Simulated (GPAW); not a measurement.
**Ballistic transport through an Ir chain with a Sn atom bridging one bond, from relaxation to T(E)**

How well does an Ir chain with a Sn atom bridging one bond conduct once its atoms have relaxed, and how much do cheaper levels lose?

Calculated with GPAW 26.7.0; GPAW LCAO, PAW setups; relaxation of the junction within the symmetry of its start, lead ends held, in the first sound run; inputs show where later runs differ.

Most raw output is cut from this account.

## 1. The structure

The cell holds 17 atoms: 16 Ir and 1 Sn. Its edges and angles: a = 9.000 Å, b = 9.000 Å, c = 37.000 Å, α = 90.0°, β = 90.0°, γ = 90.0°. Regions: left lead, 8 atoms (8 Ir); channel, 1 atom (1 Sn); right lead, 8 atoms (8 Ir). Vacuum lies along a and b. The structure is stacked along c, and the current runs across the ab planes.

## 2. Relaxation

Transmission follows bond lengths closely, so the atoms between the held lead ends are relaxed first, within whatever symmetry the start has.

Input file run.py:

```python
import json
from ase import Atoms
from ase.constraints import FixAtoms
from ase.optimize import BFGS
from gpaw import GPAW, FermiDirac

device = Atoms(
    ['Ir', 'Ir', 'Ir', 'Ir', 'Ir', 'Ir', 'Ir', 'Ir', 'Sn', 'Ir', 'Ir', 'Ir', 'Ir', 'Ir', 'Ir', 'Ir', 'Ir'],
    positions=[
        [4.50000, 4.50000, 1.15000],
        [4.50000, 4.50000, 3.45000],
        [4.50000, 4.50000, 5.75000],
        [4.50000, 4.50000, 8.05000],
        [4.50000, 4.50000, 10.35000],
        [4.50000, 4.50000, 12.65000],
        [4.50000, 4.50000, 14.95000],
        [4.50000, 4.50000, 17.25000],
        [6.66899, 4.50000, 18.50000],
        [4.50000, 4.50000, 19.75000],
        [4.50000, 4.50000, 22.05000],
        [4.50000, 4.50000, 24.35000],
        [4.50000, 4.50000, 26.65000],
        [4.50000, 4.50000, 28.95000],
        [4.50000, 4.50000, 31.25000],
        [4.50000, 4.50000, 33.55000],
        [4.50000, 4.50000, 35.85000]],
    cell=[[9.0, 0.0, 0.0], [0.0, 9.0, 0.0], [0.0, 0.0, 37.0]],
    pbc=True)

device.set_constraint(FixAtoms([0, 1, 2, 3, 4, 5, 6, 10, 11, 12, 13, 14, 15, 16]))
device.calc = GPAW(mode='lcao', basis='dzp', xc='PBE', h=0.18,
                   kpts={'size': (1, 1, 2), 'gamma': True},
                   symmetry={'tolerance': 1e-3, 'extra_ids': [1, 1, 1, 1, 1, 1, 1, 0, 0, 0, 1, 1, 1, 1, 1, 1, 1]},
                   occupations=FermiDirac(0.1), maxiter=250,
                   mixer=dict(beta=0.1, nmaxold=8, weight=100.0),
                   convergence=dict(density=0.0001), txt='relax.txt')
path = []
opt = BFGS(device, maxstep=0.15)
opt.attach(lambda: path.append((device.get_potential_energy(), device.positions.tolist(), device.get_forces().tolist())))
relaxed = bool(opt.run(fmax=0.05, steps=50))
json.dump(dict(relaxed=relaxed, path=path, positions=device.positions.tolist(), moments=device.get_magnetic_moments().tolist(),
               forces=device.get_forces(apply_constraint=False).tolist()), open('result.json', 'w'))
```

Run with:

```bash
$ OMP_NUM_THREADS=1 OPENBLAS_NUM_THREADS=1 python run.py
```

Run time: 32 min. Hardware: 1 thread of Intel Xeon Platinum 8559C (Emerald Rapids), shared host; peak memory 1.9 GiB.

The steps of the relaxation:

| step | energy less that of the first step (eV) | largest force (eV/Å) |
| --- | --- | --- |
| 1 | 0.0000 | 2.2181 |
| 2 | -0.1289 | 1.2982 |
| 3 | -0.2221 | 0.2598 |
| 4 | -0.2242 | 0.1990 |
| 5 | -0.2278 | 0.4187 |
| 6 | -0.2324 | 0.4373 |
| 7 | -0.2849 | 1.1258 |
| 8 | -0.3514 | 1.5376 |
| 9 | -0.5143 | 0.6092 |
| 10 | -0.6430 | 0.7884 |
| 11 | -0.7373 | 0.8104 |
| 12 | -0.7845 | 0.5923 |
| 13 | -0.7990 | 0.5130 |
| 14 | -0.8102 | 0.3666 |
| 15 | -0.8190 | 0.1031 |
| 16 | -0.8201 | 0.0852 |
| 17 | -0.8149 | 0.3591 |
| 18 | -0.8205 | 0.0406 |

The atoms that moved most (Å):

| atom | dx | dy | dz | length |
| --- | --- | --- | --- | --- |
| Ir10 | -0.900 | 0.000 | 0.044 | 0.901 |
| Ir8 | -0.900 | 0.000 | -0.044 | 0.901 |
| Sn9 | -0.825 | 0.000 | 0.000 | 0.825 |

The relaxation lowered the energy of the cell by 0.821 eV (energies extrapolated to zero smearing; the optimiser's log prints free energies). The largest force left on a free atom is 0.041 eV/Å.

## 3. Double-zeta polarised basis

Localised orbitals split the wire into layers that couple to their neighbours alone, which is what the Green's function method needs; double zeta with polarisation is the usual level for numbers.

This step: GPAW LCAO, PAW setups; Landauer transmission from Green's functions with principal layers (ASE), zero bias (GPAW 26.7.0).

Input file run.py:

```python
import json
import numpy as np
from ase import Atoms
from ase.transport.calculators import TransportCalculator
from gpaw import GPAW, FermiDirac
from gpaw.lcao.tools import get_lcao_hamiltonian
from scipy.linalg import eigh

# The junction with lead layers at both ends, along the third cell vector
device = Atoms(
    ['Ir', 'Ir', 'Ir', 'Ir', 'Ir', 'Ir', 'Ir', 'Ir', 'Sn', 'Ir', 'Ir', 'Ir', 'Ir', 'Ir', 'Ir', 'Ir', 'Ir'],
    positions=[
        [4.50000, 4.50000, 1.15000],
        [4.50000, 4.50000, 3.45000],
        [4.50000, 4.50000, 5.75000],
        [4.50000, 4.50000, 8.05000],
        [4.50000, 4.50000, 10.35000],
        [4.50000, 4.50000, 12.65000],
        [4.50000, 4.50000, 14.95000],
        [3.59999, 4.50000, 17.20639],
        [5.84372, 4.50000, 18.50000],
        [3.59999, 4.50000, 19.79361],
        [4.50000, 4.50000, 22.05000],
        [4.50000, 4.50000, 24.35000],
        [4.50000, 4.50000, 26.65000],
        [4.50000, 4.50000, 28.95000],
        [4.50000, 4.50000, 31.25000],
        [4.50000, 4.50000, 33.55000],
        [4.50000, 4.50000, 35.85000]],
    cell=[[9.0, 0.0, 0.0], [0.0, 9.0, 0.0], [0.0, 0.0, 37.0]],
    pbc=True)

# One principal layer of the lead: the first 5 atoms of the device
lead = Atoms(
    ['Ir', 'Ir', 'Ir', 'Ir', 'Ir'],
    positions=[
        [4.50000, 4.50000, 1.15000],
        [4.50000, 4.50000, 3.45000],
        [4.50000, 4.50000, 5.75000],
        [4.50000, 4.50000, 8.05000],
        [4.50000, 4.50000, 10.35000]],
    cell=[[9.0, 0.0, 0.0], [0.0, 9.0, 0.0], [0.0, 0.0, 11.5]],
    pbc=True)

settings = dict(mode='lcao', basis='dzp', xc='PBE', h=0.2,
                occupations=FermiDirac(0.1), maxiter=250,
                mixer=dict(beta=0.1, nmaxold=8, weight=100.0),
                convergence=dict(density=0.0001))
energies = np.arange(-2, 2 + 1e-9, 0.025)
eta = 0.0001
n1, n2 = 1, 1
# k and -k transmit alike, so half of the mesh across the current serves
mesh = [(i, j) for i in range(n1) for j in range(n2) if (i, j) <= (-i % n1, -j % n2)]
weights = np.array([1 if (i, j) == (-i % n1, -j % n2) else 2 for i, j in mesh]) / (n1 * n2)

# [... helper functions left out ...]
fermi_lead = ground_state(lead, (1, 1, 10), 'lead.txt')
fermi_device = ground_state(device, (1, 1, 2), 'device.txt')
# [... loop over the mesh left out, but for ...]
        # Shift the lead onto the potential of the device's first layer
        shift = ((H[:, 0, 0] - H0[:, 0, 0]) / S0[0, 0]).real.mean()
# [...]
kT = 8.617333e-5 * 300
bias = [0.1, 0.2, 0.5, 1.0, 1.5, 2.0]
# [... integrals and printing left out ...]
```

The job ended after 3.3 min (1 thread; peak memory 1.4 GiB).

Numbers from this step:

```yaml
conductance: 3.156 G₀
largest_coupling_past_the_next_principal_layer: 1.48e-6 eV
largest_misfit_of_the_first_principal_layer: 0.08433 eV
shift_that_aligns_the_lead: -0.01625 eV
basis_functions_of_the_junction: 455
basis_functions_of_a_principal_layer: 135
transmission_at_the_fermi_level_one_spin: 3.176
```

One spin. The transmission, zone mean by energy, zero at the Fermi level:

| energy (eV) | transmission, zone mean |
| --- | --- |
| -2.000 | 2.70 |
| -1.900 | 2.63 |
| -1.800 | 2.48 |
| -1.700 | 2.29 |
| -1.600 | 2.20 |
| -1.500 | 2.32 |
| -1.400 | 2.59 |
| -1.300 | 2.86 |
| -1.200 | 2.77 |
| -1.100 | 3.04 |
| -1.000 | 3.45 |
| -0.900 | 3.85 |
| -0.800 | 4.11 |
| -0.700 | 4.35 |
| -0.650 | 4.42 |
| -0.600 | 4.38 |
| -0.500 | 4.13 |
| -0.400 | 3.87 |
| -0.300 | 3.69 |
| -0.200 | 3.56 |
| -0.100 | 3.41 |
| 0.000 | 3.18 |
| 0.100 | 2.82 |
| 0.200 | 2.67 |
| 0.300 | 2.49 |
| 0.400 | 2.33 |
| 0.500 | 2.19 |
| 0.600 | 2.06 |
| 0.700 | 1.95 |
| 0.800 | 1.83 |
| 0.900 | 1.77 |
| 1.000 | 1.78 |
| 1.100 | 1.81 |
| 1.200 | 1.88 |
| 1.300 | 1.98 |
| 1.400 | 1.99 |
| 1.500 | 1.50 |
| 1.600 | 1.09 |
| 1.700 | 0.994 |
| 1.800 | 0.989 |
| 1.900 | 0.998 |
| 2.000 | 0.993 |

Not self-consistent under bias; the bias window is split evenly. Table of current through one cell, from the zero-bias transmission by bias:

| bias (V) | current through one cell, from the zero-bias transmission (μA) |
| --- | --- |
| 0.100 | 24.4 |
| 0.200 | 48.5 |
| 0.500 | 121 |
| 1.000 | 241 |
| 1.500 | 364 |
| 2.000 | 474 |

Transmission of the three most open eigenchannels against energy, zero at the Fermi level:

| energy (eV) | channel 1 | channel 2 | channel 3 |
| --- | --- | --- | --- |
| -2.000 | 0.944 | 0.720 | 0.594 |
| -1.900 | 0.924 | 0.627 | 0.571 |
| -1.800 | 0.910 | 0.677 | 0.524 |
| -1.700 | 0.901 | 0.706 | 0.535 |
| -1.600 | 0.895 | 0.739 | 0.558 |
| -1.500 | 0.892 | 0.776 | 0.628 |
| -1.400 | 0.899 | 0.806 | 0.789 |
| -1.300 | 0.937 | 0.813 | 0.631 |
| -1.200 | 0.930 | 0.887 | 0.475 |
| -1.100 | 0.965 | 0.919 | 0.599 |
| -1.000 | 0.978 | 0.947 | 0.639 |
| -0.900 | 0.992 | 0.972 | 0.756 |
| -0.800 | 0.994 | 0.986 | 0.786 |
| -0.700 | 0.987 | 0.975 | 0.833 |
| -0.600 | 0.991 | 0.976 | 0.951 |
| -0.500 | 0.996 | 0.975 | 0.931 |
| -0.400 | 0.993 | 0.957 | 0.918 |
| -0.300 | 0.995 | 0.915 | 0.895 |
| -0.200 | 0.980 | 0.918 | 0.846 |
| -0.100 | 0.960 | 0.881 | 0.813 |
| 0.000 | 0.899 | 0.813 | 0.747 |
| 0.100 | 0.924 | 0.765 | 0.683 |
| 0.200 | 0.987 | 0.837 | 0.630 |
| 0.300 | 0.931 | 0.843 | 0.577 |
| 0.400 | 0.871 | 0.841 | 0.524 |
| 0.500 | 0.836 | 0.817 | 0.472 |
| 0.600 | 0.827 | 0.773 | 0.418 |
| 0.700 | 0.822 | 0.737 | 0.359 |
| 0.800 | 0.807 | 0.714 | 0.301 |
| 0.900 | 0.871 | 0.707 | 0.193 |
| 1.000 | 0.893 | 0.718 | 0.170 |
| 1.100 | 0.901 | 0.756 | 0.154 |
| 1.200 | 0.905 | 0.832 | 0.140 |
| 1.300 | 0.948 | 0.907 | 0.127 |
| 1.400 | 0.967 | 0.911 | 0.111 |
| 1.500 | 0.917 | 0.495 | 0.0919 |
| 1.600 | 0.929 | 0.0931 | 0.0681 |
| 1.700 | 0.948 | 0.0403 | 0.00532 |
| 1.800 | 0.974 | 0.0141 | 0.00127 |
| 1.900 | 0.995 | 0.00212 | 6.3e-4 |
| 2.000 | 0.993 | 7.8e-7 | 6.7e-11 |

Couplings past the next layer reach 1.5e-6 eV, small enough to drop; the matrix elements of the cell's first layer differ from the bulk lead's by up to 0.084 eV. That layer keeps its own values in the calculation, and only beyond it is the lead taken as perfect. The Fermi levels of lead and junction count from different zeros of potential, one for each periodic cell; with both set to zero, the small remaining shift is what aligns them. Without spin-orbit coupling, which is large for these atoms, channel counts and T are those of the scalar-relativistic bands. By hand: G = 3.156 × 77.48 μS = 245 μS, a resistance of 4.09 kΩ; at 0.1 V a linear junction would pass 24.5 μA, and the integral over the bias window gives 24.4 μA.

## 4. Single-zeta polarised basis

One radial function a shell plus polarisation makes the matrices smaller; the question is what that costs.

run.py: that of step 3 with these lines changed.

```diff
@@ -44,3 +44,3 @@
 
-settings = dict(mode='lcao', basis='dzp', xc='PBE', h=0.2,
+settings = dict(mode='lcao', basis='szp(dzp)', xc='PBE', h=0.2,
                 occupations=FermiDirac(0.1), maxiter=250,
```

Wall time 2 min (1 thread); peak memory 1.3 GiB.

Numbers from this step:

| Quantity | Value |
| --- | --- |
| conductance | 3.186 G₀ |
| largest misfit of the first principal layer | 0.08555 eV |
| shift that aligns the lead | -0.01111 eV |
| basis functions of the junction | 254 |
| basis functions of a principal layer | 75 |
| transmission at the Fermi level (one spin) | 3.202 |

One spin. Table of transmission, zone mean by energy, zero at the Fermi level:

energy (eV), transmission, zone mean and a bar from the least value:
```
   -2.000       2.66 ###############
   -1.900       2.53 ##############
   -1.800       2.36 ############
   -1.700       2.23 ###########
   -1.600       2.30 ############
   -1.500       2.57 ##############
   -1.425       2.72 ###############
   -1.400       2.68 ###############
   -1.300       2.26 ###########
   -1.200       2.56 ##############
   -1.100       2.88 #################
   -1.000       3.23 ####################
   -0.900       3.66 ########################
   -0.800       3.97 ##########################
   -0.700       4.25 #############################
   -0.625       4.41 ##############################
   -0.600       4.40 ##############################
   -0.500       4.15 ############################
   -0.400       3.87 #########################
   -0.300       3.68 ########################
   -0.200       3.57 #######################
   -0.100       3.42 #####################
    0.000       3.20 ####################
    0.100       2.69 ###############
    0.200       2.64 ###############
    0.300       2.47 #############
    0.400       2.32 ############
    0.500       2.19 ###########
    0.600       2.07 ##########
    0.700       1.96 #########
    0.800       1.85 ########
    0.900       1.89 ########
    1.000       1.93 #########
    1.100       2.02 #########
    1.200       2.07 ##########
    1.300       1.71 #######
    1.400       1.20 ##
    1.500       1.05 #
    1.600       1.02 #
    1.700       1.01 #
    1.800       1.02 #
    1.900       1.01 
    2.000       0.95
```

Not self-consistent under bias; the bias window is split evenly. Current through one cell, from the zero-bias transmission against bias:

| bias (V) | current through one cell, from the zero-bias transmission (μA) |
| --- | --- |
| 0.100 | 24.6 |
| 0.200 | 49.0 |
| 0.500 | 121 |
| 1.000 | 242 |
| 1.500 | 364 |
| 2.000 | 472 |

Table of transmission of the three most open eigenchannels by energy, zero at the Fermi level:

| energy (eV) | channel 1 | channel 2 | channel 3 |
| --- | --- | --- | --- |
| -2.000 | 0.931 | 0.634 | 0.614 |
| -1.900 | 0.917 | 0.667 | 0.500 |
| -1.800 | 0.907 | 0.693 | 0.526 |
| -1.700 | 0.902 | 0.715 | 0.567 |
| -1.600 | 0.902 | 0.737 | 0.655 |
| -1.500 | 0.923 | 0.813 | 0.740 |
| -1.400 | 0.994 | 0.878 | 0.634 |
| -1.300 | 0.996 | 0.867 | 0.195 |
| -1.200 | 0.977 | 0.904 | 0.451 |
| -1.100 | 0.984 | 0.932 | 0.575 |
| -1.000 | 0.992 | 0.957 | 0.632 |
| -0.900 | 0.993 | 0.984 | 0.676 |
| -0.800 | 0.991 | 0.989 | 0.740 |
| -0.700 | 0.991 | 0.965 | 0.759 |
| -0.600 | 0.987 | 0.983 | 0.936 |
| -0.500 | 0.993 | 0.980 | 0.914 |
| -0.400 | 0.989 | 0.968 | 0.901 |
| -0.300 | 0.991 | 0.929 | 0.883 |
| -0.200 | 0.992 | 0.921 | 0.842 |
| -0.100 | 0.969 | 0.897 | 0.803 |
| 0.000 | 0.923 | 0.821 | 0.746 |
| 0.100 | 0.818 | 0.679 | 0.661 |
| 0.200 | 0.994 | 0.816 | 0.615 |
| 0.300 | 0.943 | 0.830 | 0.562 |
| 0.400 | 0.887 | 0.832 | 0.511 |
| 0.500 | 0.838 | 0.828 | 0.459 |
| 0.600 | 0.820 | 0.803 | 0.405 |
| 0.700 | 0.817 | 0.776 | 0.350 |
| 0.800 | 0.826 | 0.770 | 0.249 |
| 0.900 | 0.889 | 0.789 | 0.207 |
| 1.000 | 0.904 | 0.842 | 0.188 |
| 1.100 | 0.936 | 0.910 | 0.173 |
| 1.200 | 0.993 | 0.914 | 0.160 |
| 1.300 | 0.917 | 0.651 | 0.144 |
| 1.400 | 0.922 | 0.157 | 0.126 |
| 1.500 | 0.931 | 0.101 | 0.0129 |
| 1.600 | 0.948 | 0.0674 | 0.00100 |
| 1.700 | 0.973 | 0.0288 | 0.0110 |
| 1.800 | 0.996 | 0.0184 | 0.00242 |
| 1.900 | 0.992 | 0.0131 | 0.00194 |
| 2.000 | 0.950 | 1.3e-7 | 2.3e-9 |

The conductance, 3.19 G₀, lies 1.0 % above that of the dzp run.

## 5. GPAW, sz: basis = "sz(dzp)"

The minimal basis is the cheapest rung: no second zeta and no polarisation.

run.py: that of step 4 with these lines changed.

```diff
@@ -44,3 +44,3 @@
 
-settings = dict(mode='lcao', basis='szp(dzp)', xc='PBE', h=0.2,
+settings = dict(mode='lcao', basis='sz(dzp)', xc='PBE', h=0.2,
                 occupations=FermiDirac(0.1), maxiter=250,
```

Run time: 94 s. Hardware: 1 thread; peak memory 1.3 GiB.

Numbers from this step:

* conductance: 3.164 G₀
* largest coupling past the next principal layer: 1.47e-6 eV
* largest misfit of the first principal layer: 0.04157 eV
* shift that aligns the lead: -0.01339 eV
* basis functions of the junction: 201
* basis functions of a principal layer: 60
* transmission at the Fermi level (one spin): 3.181

The conductance, 3.16 G₀, lies 0.2 % above that of the dzp run.

## 6. revPBE in the dzp basis: xc = "revPBE"

Back in the dzp basis, the functional changes from PBE to revPBE, to set the spread between functionals beside that between bases.

run.py: that of step 5 with these lines changed.

```diff
@@ -44,3 +44,3 @@
 
-settings = dict(mode='lcao', basis='sz(dzp)', xc='PBE', h=0.2,
+settings = dict(mode='lcao', basis='dzp', xc='revPBE', h=0.2,
                 occupations=FermiDirac(0.1), maxiter=250,
```

The job ended after 3.3 min (1 thread; peak memory 1.4 GiB).

This step gave:

```
conductance                                 : 3.141 G₀
largest misfit of the first principal layer : 0.08489 eV
shift that aligns the lead                  : -0.01619 eV
basis functions of the junction             : 455
basis functions of a principal layer        : 135
transmission at the Fermi level (one spin)  : 3.154
```

One spin. The transmission, zone mean by energy, zero at the Fermi level:

energy (eV), transmission, zone mean and a bar from the least value:
```
   -2.000       2.70 ###############
   -1.800       2.47 #############
   -1.600       2.19 ###########
   -1.400       2.58 ##############
   -1.200       2.76 ################
   -1.000       3.46 ######################
   -0.800       4.12 ###########################
   -0.650       4.42 ##############################
   -0.600       4.37 ##############################
   -0.400       3.85 #########################
   -0.200       3.55 ######################
    0.000       3.15 ###################
    0.200       2.65 ###############
    0.400       2.33 ############
    0.600       2.06 #########
    0.800       1.82 #######
    1.000       1.76 #######
    1.200       1.84 #######
    1.400       2.01 #########
    1.600       1.14 #
    1.800       0.99 
    2.000       0.99
```

The conductance, 3.14 G₀, lies 0.5 % below that of the dzp run.

## 7. Without the relaxation: geometry = "as built"

The dzp basis with PBE on the structure as first built shows what the relaxation was worth.

run.py: that of step 6 with these lines changed.

```diff
@@ -19,5 +19,5 @@
         [4.50000, 4.50000, 14.95000],
-        [3.59999, 4.50000, 17.20639],
-        [5.84372, 4.50000, 18.50000],
-        [3.59999, 4.50000, 19.79361],
+        [4.50000, 4.50000, 17.25000],
+        [6.66899, 4.50000, 18.50000],
+        [4.50000, 4.50000, 19.75000],
         [4.50000, 4.50000, 22.05000],
@@ -44,3 +44,3 @@
 
-settings = dict(mode='lcao', basis='dzp', xc='revPBE', h=0.2,
+settings = dict(mode='lcao', basis='dzp', xc='PBE', h=0.2,
                 occupations=FermiDirac(0.1), maxiter=250,
```

Run time: 3.3 min. Hardware: 1 thread; peak memory 1.4 GiB.

Numbers from this step:

| Item | Value |
| --- | --- |
| conductance | 3.976 G₀ |
| largest coupling past the next principal layer | 1.48e-6 eV |
| largest misfit of the first principal layer | 0.06713 eV |
| shift that aligns the lead | -0.01964 eV |
| transmission at the Fermi level (one spin) | 4.026 |

The conductance, 3.98 G₀, lies 26 % above that of the dzp run.

## 8. All levels side by side

Times are for 1 thread of Intel Xeon Platinum 8559C (Emerald Rapids), shared host. The series side by side:

| no. | run | conductance (G₀) | time | memory (GiB) |
| --- | --- | --- | --- | --- |
| 1 | dzp | 3.156 | 3.3 min | 1.4 |
| 2 | szp | 3.186 | 2 min | 1.3 |
| 3 | sz | 3.164 | 94 s | 1.3 |
| 4 | dzp revPBE | 3.141 | 3.3 min | 1.4 |
| 5 | asbuilt | 3.976 | 3.3 min | 1.4 |

[end of part 1 of 2]

[Logs are printed without paths, hosts, clocks, repeated set-up lines and the standing remarks that a program may print on its own settings, such as how far it seeks lower states.]

[Hosts, paths, dates, database ids (printed as entryN), source tags and the programs' standing remarks are cut or masked in the printed files.]
